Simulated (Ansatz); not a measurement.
# A thicker film of BaTiO3 (001), TiO2 faces from two thinner ones

In a field along its normal an insulating film takes a dipole p. Written as a length, p/(ε₀AE), it should grow by 1 − 1/ε for each ångström added.

**Method.** Ansatz 0.2.0, plane waves with PAW datasets (its set soft_2), LDA; perovskite films relaxed at a bulk in-plane lattice constant near the measured one, then held in weak fields of both signs with a dipole correction (A is the cell's area, E the outer field).

| run | distance between the outer atoms (Å) | p/(ε₀AE) (Å) |
| --- | --- | --- |
| 2 units | 7.721 | 8.498 |
| 3 units | 11.614 | 11.808 |
| 5 units | 19.401 | ? |

Q: Estimate the withheld value from the rows shown.

Two rows fix a line: slope = (11.808 − 8.498) / (11.614 − 7.721) = 0.8502, intercept 1.9337. That slope means ε = 1/(1 − 0.8502) = 6.68. At 19.401 it gives 0.8502 × 19.401 + 1.9337 = 18.428 Å, beyond the rows fitted. Rounding of the rows alone allows about ±0.005 Å there; two rows can't show whether the line holds.

The run itself gives 18.450 Å: a miss of +0.022 Å, or 0.1 % of the value. The length is met to within 1 %, though ε is more sensitive than the length: the two thickest films give ε = 6.80.

**Limits.** This is the electronic response alone. A unit is one step of the cut along the normal (a plane, a pair of planes or a cell), and the layers relax along it, away from their bulk spacing where the functional's lattice constant differs from the one held.
